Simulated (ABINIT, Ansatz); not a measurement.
# KBr (Fm-3m): one start, several treatments of the self-energy

Wanted: the gap of KBr (Fm-3m) under several approximations, with cost.

Program: ABINIT 10.8.3. Level of theory: LDA and many-body steps on it, plane waves. Results are calculated unless marked as measured.

**1. The structure**

The structure is cubic, space group Fm-3m (No. 225). Conventional cell: a = 6.600 Å, b = 6.600 Å, c = 6.600 Å, α = 90.00°, β = 90.00°, γ = 90.00°. Nearest to K lie 6 Br at 3.30 Å. Br has 6 K at 3.30 Å nearest. Farther neighbours and most contacts between anions are not listed.

As a file:

```cif
data_structure
_symmetry_space_group_name_H-M 'P 1'
_symmetry_Int_Tables_number 1
_cell_length_a 4.6669
_cell_length_b 4.6669
_cell_length_c 4.6669
_cell_angle_alpha 60.000
_cell_angle_beta 60.000
_cell_angle_gamma 60.000
_cell_volume 71.87
loop_
_atom_site_label
_atom_site_type_symbol
_atom_site_fract_x
_atom_site_fract_y
_atom_site_fract_z
_atom_site_occupancy
K1 K 0.00000 0.00000 0.00000 1
Br2 Br 0.50000 0.50000 0.50000 1
```

The cell and positions come from the Crystallography Open Database and are kept as given unless a step says otherwise.

**2. Empty states on the mesh, 4×4×4 mesh, 230 bands**

This step: ABINIT 10.8.3; DFT, LDA, plane waves, norm-conserving pseudopotentials.

The sums over transitions need many empty states on a uniform mesh; this step solves for them.

The input, run.abi:

```
acell 3*1.0 Angstrom
rprim 
  0.000000000000 3.300000000000 3.300000000000
  3.300000000000 0.000000000000 3.300000000000
  3.300000000000 3.300000000000 0.000000000000
ntypat 2
znucl 19 35
natom 2
typat 1 2
xred 
  0.000000000000 0.000000000000 0.000000000000
  0.500000000000 0.500000000000 0.500000000000
pp_dirpath "pseudos"
pseudos "K.upf, Br.upf"
ecut 32
ngkpt 4 4 4
nshiftk 1
shiftk 0 0 0
kptopt 1
chksymbreak 0
irdden 1
istwfk *1
nband 230
prtvol 0
optdriver 6
gwr_task "HDIAGO"
paral_kgb 0
occopt 1
indata_prefix "in"
outdata_prefix "out"
tmpdata_prefix "tmp"
```

On the command line:

```bash
> OMP_NUM_THREADS=1 mpirun -n 4 abinit run.abi > log
```

The program printed:

```text
.Version 10.8.3 of ABINIT. v10.8.2 released Aug 2026.

 Symmetries : space group Fm -3 m (#225); Bravais cF (face-center cubic)
[... echo of the input left out ...]
== DATASET  1 ==================================================================
-   mpi_nproc: 4, omp_nthreads: 1 (-1 if OMP is not activated)

--- !DatasetInfo
iteration_state: {dtset: 1, }
dimensions: {natom: 2, nkpt: 8, mband: 230, nsppol: 1, nspinor: 1, nspden: 1, mpw: 4279, }
cutoff_energies: {ecut:  32.0, pawecutdg:  -1.0, }
[...]
Direct band gap semiconductor
 Fundamental gap:     4.032 (eV)
   VBM:    -0.201 (eV) at k: [ 0.0000E+00,  0.0000E+00,  0.0000E+00]
   CBM:     3.831 (eV) at k: [ 0.0000E+00,  0.0000E+00,  0.0000E+00]
 Direct gap:         4.032 (eV) at k: [ 0.0000E+00,  0.0000E+00,  0.0000E+00]

== END DATASET(S) ==============================================================
================================================================================

 -outvars: echo values of variables after computation  --------
           etotal      0.0000000000E+00
            nband         230
             nkpt           8
          spgroup         225
 [... the other variables as echoed above ...]

 Calculation completed.
```

The job ended after 1.8 min (4 MPI ranks of Arm Neoverse V2, shared host; peak memory 4.1 GiB; 7 min of CPU time).

This step gave:

```
gap                                                           : 4.032 eV
k of the valence top                                          : 0, 0, 0
k of the conduction bottom                                    : 0, 0, 0
least direct gap                                              : 4.032 eV
k points computed                                             : 8
lowest point of the top converged band, above the valence top : 112.5320 eV
```

On this mesh the gap is 4.032 eV.

The density comes from a self-consistent run that is not shown.

**3. Screening, 4×4×4 mesh, 95 bands, screening to 141.5 eV**

The RPA dielectric matrix is built and inverted for each q.

This step: RPA screening on LDA, plane waves, norm-conserving pseudopotentials.

Changes to run.abi since step 2:

```diff
@@ -20,10 +20,11 @@
 chksymbreak 0
-irdden 1
 istwfk *1
-nband 230
-prtvol 0
-optdriver 6
-gwr_task "HDIAGO"
-paral_kgb 0
 occopt 1
+irdwfk 1
+optdriver 3
+nband 95
+ecuteps 5.2
+inclvkb 2
+awtr 1
+symchi 1
 indata_prefix "in"
```

The program printed:

```text
.Version 10.8.3 of ABINIT. v10.8.2 released Aug 2026.

 Symmetries : space group Fm -3 m (#225); Bravais cF (face-center cubic)
[... echo of the input left out ...]
== DATASET  1 ==================================================================
-   mpi_nproc: 4, omp_nthreads: 1 (-1 if OMP is not activated)

--- !DatasetInfo
iteration_state: {dtset: 1, }
dimensions: {natom: 2, nkpt: 8, mband: 95, nsppol: 1, nspinor: 1, nspden: 1, mpw: 4279, }
cutoff_energies: {ecut:  32.0, pawecutdg:  -1.0, }
electrons: {nelect:   1.60000000E+01, charge:   0.00000000E+00, occopt:   1.00000000E+00, tsmear:   1.00000000E-02, }

 SCREENING: Calculation of the susceptibility and dielectric matrices

 Based on a program developped by R.W. Godby, V. Olevano, G. Onida, and L. Reining.
 Incorporated in ABINIT by V. Olevano, G.-M. Rignanese, and M. Torrent.
.Using double precision arithmetic ; gwpc =  8

[... cell and pseudopotentials left out ...]
--------------------------------------------------------------------------------

 ==== K-mesh for the wavefunctions ====
 Number of points in the irreducible wedge :     8
[... list of points left out ...]
 Together with 48 symmetry operations and time-reversal symmetry
 yields    64 points in the full Brillouin Zone.

 ==== Q-mesh for the screening function ====
 Number of points in the irreducible wedge :     8
[... list of points left out ...]
 Together with 48 symmetry operations and time-reversal symmetry
 yields    64 points in the full Brillouin Zone.

 setmesh: FFT mesh size selected  =    32x   32x   32
          total number of points  =        32768

 vcoul_init : cutoff-mode = AUXILIARY_FUNCTION
 q-points for optical limit:   1
     1)      0.000010    0.000020    0.000030

- screening: taking advantage of time-reversal symmetry
- Maximum band index for partially occupied states nbvw = 8
- Remaining bands to be divided among processors   nbcw = 87
- Number of bands treated by each node ~21

 Number of electrons calculated from density =   16.0000; Expected =   16.0000
 average of density, n =  0.032988
 r_s =    1.9343
 omega_plasma =   17.5199 [eV]

 calculating chi0 at frequencies [eV] :
  1    0.000000E+00    0.000000E+00
  2    0.000000E+00    1.751989E+01

--------------------------------------------------------------------------------
  q-point number  1        q = ( 0.000000, 0.000000, 0.000000) [r.l.u.]
--------------------------------------------------------------------------------
[... chi0 elements left out ...]
 For q-point:  0.000010 0.000020 0.000030
  dielectric constant =   2.4992
  dielectric constant without local fields =   2.9940

  Average fulfillment of the sum rule on Im[epsilon] for q-point    1 :     72.71  [%]
[... wings left out ...]
  q-point number  2        q = ( 0.250000, 0.000000, 0.000000) [r.l.u.]
--------------------------------------------------------------------------------
[... chi0 elements left out ...]
  Average fulfillment of the sum rule on Im[epsilon] for q-point    2 :     82.16  [%]

 [... 6 further q-points ...]
```

It took 21 s on 4 MPI ranks; peak memory 0.96 GiB; 83 s of CPU time.

This step gave:

| Item | Value |
| --- | --- |
| ε∞ with local fields, on this mesh, along the program's q direction | 2.499 |
| the same without local fields | 2.994 |
| plasma frequency | 17.52 eV |
| plane waves in the screening matrix | 283 |

Local fields lower ε∞ by 17 %.

**4. G0W0, Godby-Needs plasmon pole**

The self-energy is evaluated for the states that the input lists, and the levels follow from it, in one-shot runs by the linearised quasiparticle equation.

This step: G0W0 on LDA, plane waves, norm-conserving pseudopotentials.

Changes to run.abi since step 3:

```diff
@@ -23,8 +23,15 @@
 irdwfk 1
-optdriver 3
+optdriver 4
 nband 95
+gwcalctyp 0
+ecutsigx 32
+symsigma 1
+nkptgw 1
+kptgw 
+  0.0000000000 0.0000000000 0.0000000000
+bdgw 
+  6 12
 ecuteps 5.2
-inclvkb 2
-awtr 1
-symchi 1
+irdscr 1
+ppmodel 1
 indata_prefix "in"
```

The program printed:

```text
.Version 10.8.3 of ABINIT. v10.8.2 released Aug 2026.

 Symmetries : space group Fm -3 m (#225); Bravais cF (face-center cubic)
[... echo of the input left out ...]
== DATASET  1 ==================================================================
-   mpi_nproc: 4, omp_nthreads: 1 (-1 if OMP is not activated)

--- !DatasetInfo
iteration_state: {dtset: 1, }
dimensions: {natom: 2, nkpt: 8, mband: 95, nsppol: 1, nspinor: 1, nspden: 1, mpw: 4279, }
cutoff_energies: {ecut:  32.0, pawecutdg:  -1.0, }
electrons: {nelect:   1.60000000E+01, charge:   0.00000000E+00, occopt:   1.00000000E+00, tsmear:   1.00000000E-02, }

 SIGMA: Calculation of the GW corrections

 Based on a program developped by R.W. Godby, V. Olevano, G. Onida, and L. Reining.
 Incorporated in ABINIT by V. Olevano, G.-M. Rignanese, and M. Torrent.
.Using double precision arithmetic ; gwpc =  8

[... cell and pseudopotentials left out ...]
--------------------------------------------------------------------------------

 ==== K-mesh for the wavefunctions ====
 Number of points in the irreducible wedge :     8
[... list of points left out ...]
 Together with 48 symmetry operations and time-reversal symmetry
 yields    64 points in the full Brillouin Zone.

 ==== Q-mesh for screening function ====
 Number of points in the irreducible wedge :     8
[... list of points left out ...]
 Together with 48 symmetry operations and time-reversal symmetry
 yields    64 points in the full Brillouin Zone.

 vcoul_init : cutoff-mode = AUXILIARY_FUNCTION
 q-points for optical limit:   1
     1)      0.000010    0.000020    0.000030
 setmesh: FFT mesh size selected  =    45x   45x   45
          total number of points  =        91125

 Number of electrons calculated from density =   16.0000; Expected =   16.0000
 average of density, n =  0.032988
 r_s =    1.9343
 omega_plasma =   17.5199 [eV]

 === KS Band Gaps ===
  >>>> For spin  1
   Minimum direct gap =   4.0319 [eV], located at k-point      :   0.0000  0.0000  0.0000
   Fundamental gap    =   4.0319 [eV], Top of valence bands at :   0.0000  0.0000  0.0000
                                       Bottom of conduction at :   0.0000  0.0000  0.0000
 SIGMA fundamental parameters:
 PLASMON POLE MODEL  1
 number of plane-waves for SigmaX                 4279
 number of plane-waves for SigmaC and W            283
 number of plane-waves for wavefunctions          4279
 number of bands                                    95
 number of independent spin polarizations            1
 number of spinorial components                      1
 number of k-points in IBZ                           8
 number of q-points in IBZ                           8
 number of symmetry operations                      48
 number of k-points in BZ                           64
 number of q-points in BZ                           64
 number of frequencies for dSigma/dE                 9
 frequency step for dSigma/dE [eV]                0.25
 number of omega for Sigma on real axis              0
 max omega for Sigma on real axis  [eV]           0.00
 zcut for avoiding poles [eV]                     0.10

 EPSILON^-1 parameters (SCR file):
 dimension of the eps^-1 matrix on file            283
 dimension of the eps^-1 matrix used               283
 number of plane-waves for wavefunctions          4279
 number of bands                                    95
 number of q-points in IBZ                           8
 number of frequencies                               2
 number of real frequencies                          1
 number of imag frequencies                          1

 matrix elements of self-energy operator (all in [eV])

 Perturbative Calculation

--- !SelfEnergy_ee
iteration_state: {dtset: 1, }
kpoint     : [   0.000,    0.000,    0.000, ]
spin       : 1
KS_gap     :    4.032
QP_gap     :    6.785
Delta_QP_KS:    2.753
data: !SigmaeeData |
     Band     E0 <VxcDFT>   SigX SigC(E0)      Z dSigC/dE  Sig(E)    E-E0       E
        6  -0.201 -12.640 -16.505   1.837   0.810  -0.235 -14.282  -1.641  -1.843
        7  -0.201 -12.640 -16.505   1.837   0.810  -0.235 -14.282  -1.641  -1.843
        8  -0.201 -12.640 -16.505   1.837   0.810  -0.235 -14.282  -1.641  -1.843
        9   3.831  -7.272  -3.194  -2.786   0.861  -0.162  -6.161   1.111   4.942
       10   7.158  -8.721  -3.699  -2.973   0.855  -0.170  -6.969   1.752   8.910
       11   7.158  -8.721  -3.699  -2.973   0.855  -0.170  -6.969   1.752   8.910
       12   7.158  -8.721  -3.699  -2.973   0.855  -0.170  -6.969   1.752   8.910

== END DATASET(S) ==============================================================
================================================================================

 -outvars: echo values of variables after computation  --------
           etotal      0.0000000000E+00
            nband          95
             nkpt           8
          spgroup         225
 [... the other variables as echoed above ...]

 Calculation completed.
```

The job ended after 6.7 s (4 MPI ranks; peak memory 0.98 GiB).

Numbers from this step:

| Property | Result |
| --- | --- |
| G0W0 gap on the points computed | 6.785 eV |
| starting gap on the mesh | 4.032 eV |
| k of the valence top | 0, 0, 0 |
| k of the conduction bottom | 0, 0, 0 |
| Z at the valence top | 0.81 |
| Z at the conduction bottom | 0.861 |
| least direct G0W0 gap on the computed points | 6.785 eV |

The gap on the mesh goes from 4.03 eV to 6.79 eV, a correction of +2.75 eV.

**5. G0W0, Engel-Farid plasmon pole**

Changes to run.abi since step 4:

```diff
@@ -35,3 +35,3 @@
 irdscr 1
-ppmodel 1
+ppmodel 4
 indata_prefix "in"
```

The program printed:

```text
.Version 10.8.3 of ABINIT. v10.8.2 released Aug 2026.

 Symmetries : space group Fm -3 m (#225); Bravais cF (face-center cubic)
[... echo of the input left out ...]
== DATASET  1 ==================================================================
-   mpi_nproc: 4, omp_nthreads: 1 (-1 if OMP is not activated)

--- !DatasetInfo
iteration_state: {dtset: 1, }
dimensions: {natom: 2, nkpt: 8, mband: 95, nsppol: 1, nspinor: 1, nspden: 1, mpw: 4279, }
cutoff_energies: {ecut:  32.0, pawecutdg:  -1.0, }
electrons: {nelect:   1.60000000E+01, charge:   0.00000000E+00, occopt:   1.00000000E+00, tsmear:   1.00000000E-02, }

 SIGMA: Calculation of the GW corrections

 Based on a program developped by R.W. Godby, V. Olevano, G. Onida, and L. Reining.
 Incorporated in ABINIT by V. Olevano, G.-M. Rignanese, and M. Torrent.
.Using double precision arithmetic ; gwpc =  8

[... cell and pseudopotentials left out ...]
--------------------------------------------------------------------------------

 ==== K-mesh for the wavefunctions ====
 Number of points in the irreducible wedge :     8
[... list of points left out ...]
 Together with 48 symmetry operations and time-reversal symmetry
 yields    64 points in the full Brillouin Zone.

 ==== Q-mesh for screening function ====
 Number of points in the irreducible wedge :     8
[... list of points left out ...]
 Together with 48 symmetry operations and time-reversal symmetry
 yields    64 points in the full Brillouin Zone.

 vcoul_init : cutoff-mode = AUXILIARY_FUNCTION
 q-points for optical limit:   1
     1)      0.000010    0.000020    0.000030
 setmesh: FFT mesh size selected  =    45x   45x   45
          total number of points  =        91125

 Number of electrons calculated from density =   16.0000; Expected =   16.0000
[...]
number of q-points in BZ                           64
 number of frequencies for dSigma/dE                 9
 frequency step for dSigma/dE [eV]                0.25
 number of omega for Sigma on real axis              0
 max omega for Sigma on real axis  [eV]           0.00
 zcut for avoiding poles [eV]                     0.10

 EPSILON^-1 parameters (SCR file):
 dimension of the eps^-1 matrix on file            283
 dimension of the eps^-1 matrix used               283
 number of plane-waves for wavefunctions          4279
 number of bands                                    95
 number of q-points in IBZ                           8
 number of frequencies                               2
 number of real frequencies                          1
 number of imag frequencies                          1

 matrix elements of self-energy operator (all in [eV])

 Perturbative Calculation

--- !SelfEnergy_ee
iteration_state: {dtset: 1, }
kpoint     : [   0.000,    0.000,    0.000, ]
spin       : 1
KS_gap     :    4.032
QP_gap     :    6.842
Delta_QP_KS:    2.810
data: !SigmaeeData |
     Band     E0 <VxcDFT>   SigX SigC(E0)      Z dSigC/dE  Sig(E)    E-E0       E
        6  -0.201 -12.640 -16.505   1.684   0.819  -0.221 -14.426  -1.785  -1.987
        7  -0.201 -12.640 -16.505   1.684   0.819  -0.221 -14.426  -1.785  -1.987
        8  -0.201 -12.640 -16.505   1.684   0.819  -0.221 -14.426  -1.785  -1.987
        9   3.831  -7.272  -3.194  -2.897   0.868  -0.152  -6.247   1.025   4.855
       10   7.158  -8.721  -3.699  -3.030   0.861  -0.161  -7.005   1.716   8.874
       11   7.158  -8.721  -3.699  -3.030   0.861  -0.161  -7.005   1.716   8.874
       12   7.158  -8.721  -3.699  -3.030   0.861  -0.161  -7.005   1.716   8.874

== END DATASET(S) ==============================================================
================================================================================

 -outvars: echo values of variables after computation  --------
           etotal      0.0000000000E+00
            nband          95
             nkpt           8
          spgroup         225
 [... the other variables as echoed above ...]

 Calculation completed.
```

It took 4.5 s on 4 MPI ranks; peak memory 0.81 GiB; 18 s of CPU time.

This step gave:

```yaml
g0w0_gap_on_the_points_computed: 6.842 eV
starting_gap_on_the_mesh: 4.032 eV
k_of_the_valence_top: 0, 0, 0
k_of_the_conduction_bottom: 0, 0, 0
z_at_the_valence_top: 0.819
z_at_the_conduction_bottom: 0.868
least_direct_g0w0_gap_on_the_computed_points: 6.842 eV
```

Against G0W0 in ABINIT (4×4×4 mesh, 95 bands, screening to 141.5 eV, Godby-Needs plasmon pole), the gap moves by +0.057 eV.

**6. G0W0, von der Linden-Horsch plasmon pole**

Changes to run.abi since step 5:

```diff
@@ -35,3 +35,3 @@
 irdscr 1
-ppmodel 4
+ppmodel 3
 indata_prefix "in"
```

The program printed:

```text
.Version 10.8.3 of ABINIT. v10.8.2 released Aug 2026.

 Symmetries : space group Fm -3 m (#225); Bravais cF (face-center cubic)
[... echo of the input left out ...]
== DATASET  1 ==================================================================
-   mpi_nproc: 4, omp_nthreads: 1 (-1 if OMP is not activated)

--- !DatasetInfo
iteration_state: {dtset: 1, }
dimensions: {natom: 2, nkpt: 8, mband: 95, nsppol: 1, nspinor: 1, nspden: 1, mpw: 4279, }
cutoff_energies: {ecut:  32.0, pawecutdg:  -1.0, }
[...]
10   7.158  -8.721  -3.699  -3.236   0.906  -0.104  -7.102   1.619   8.777
       11   7.158  -8.721  -3.699  -3.236   0.906  -0.104  -7.102   1.619   8.777
       12   7.158  -8.721  -3.699  -3.236   0.906  -0.104  -7.102   1.619   8.777

== END DATASET(S) ==============================================================
================================================================================

 -outvars: echo values of variables after computation  --------
           etotal      0.0000000000E+00
            nband          95
             nkpt           8
          spgroup         225
 [... the other variables as echoed above ...]

 Calculation completed.
```

Wall time 4.5 s (4 MPI ranks); peak memory 0.81 GiB; 18 s of CPU time.

Numbers from this step:

| Property | Result |
| --- | --- |
| G0W0 gap on the points computed | 6.972 eV |
| starting gap on the mesh | 4.032 eV |
| k of the valence top | 0, 0, 0 |
| k of the conduction bottom | 0, 0, 0 |
| least direct G0W0 gap on the computed points | 6.972 eV |

Against G0W0 in ABINIT (4×4×4 mesh, 95 bands, screening to 141.5 eV, Godby-Needs plasmon pole), the gap moves by +0.187 eV.

[end of part 1 of 2]

[Paths, hosts, dates, memory and timing lines, banners, echoed tables and standing remarks are left out of the program output.]

[Logs are printed without paths, hosts, clocks, repeated set-up lines and the standing remarks that a program may print on its own settings, such as how far it seeks lower states.]

[Runs of the session that timed out or met a known fault of the program may be left out.]

[No measured gap is set beside runs whose start may be inverted or whose files or cutoffs have a known fault.]

[Hosts, paths, dates, database ids (printed as entryN), source tags and the programs' standing remarks are cut or masked in the printed files.]

[G0W0 gaps are taken among the corrected bands and points alone; a level outside them can change the order at an edge.]

[Where Ansatz stands beside ABINIT at settings called matched, ABINIT's density can come from a denser mesh and the files from another edition; pairs whose starting gaps differed by over 0.03 eV were left out, so agreement reads better than it is.]
